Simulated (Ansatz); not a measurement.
System: MoS2/WSSe (van der Waals superlattice) (P3m1).

The structure was built from a prototype and need not be the compound's stable phase.

```yaml
crystal:
  lattice:
    - [3.14278, 0.00000, 0.00000]
    - [-1.57139, 2.72173, 0.00000]
    - [0.00000, 0.00000, 13.14570]
  atoms:
    - { symbol: Mo, position: [0.33333, 0.66667, 0.24565] }
    - { symbol: S, position: [0.66667, 0.33333, 0.36359] }
    - { symbol: S, position: [0.66667, 0.33333, 0.12759] }
    - { symbol: W, position: [0.33333, 0.66667, 0.75488] }
    - { symbol: S, position: [0.66667, 0.33333, 0.87280] }
    - { symbol: Se, position: [0.66667, 0.33333, 0.62351] }
```

The structure was relaxed with PBEsol-D3(BJ). The runs that relaxed it are not among those shown. Spin-orbit coupling is left out unless a run names it.

Gaps computed with Ansatz 0.2.0 without a self-energy: PBEsol 1.00 eV and HSE06 1.50 eV.

Estimate the G0W0@PBEsol gap with 9×9×2 mesh, 469 empty bands, screening to 150 eV, PAW set soft_1 files.

About 1.53 eV: on its mesh the run moves the gap from 1.05 eV by +0.48 eV. A band edge moves to another state on the way. Among the scalar-relativistic levels given, HSE06 is nearest (−0.03 eV). Bands and cutoff are finite, so the gap is not at the basis limit. The miss can reach some tenths of an eV and take either sign; the mesh is an error of its own. The many-body steps are scalar-relativistic: spin-orbit coupling is not in them.

[Paths, hosts, dates, memory and timing lines, banners, echoed tables and standing remarks are left out of the program output.]

[Logs are printed without paths, hosts, clocks, repeated set-up lines and the standing remarks that a program may print on its own settings, such as how far it seeks lower states.]

[Runs of the session that timed out or met a known fault of the program may be left out.]

[Cells called generated may have been cut or substituted from an entry of the Crystallography Open Database or the Materials Project.]

[Hosts, paths, dates, database ids (printed as entryN), source tags and the programs' standing remarks are cut or masked in the printed files.]
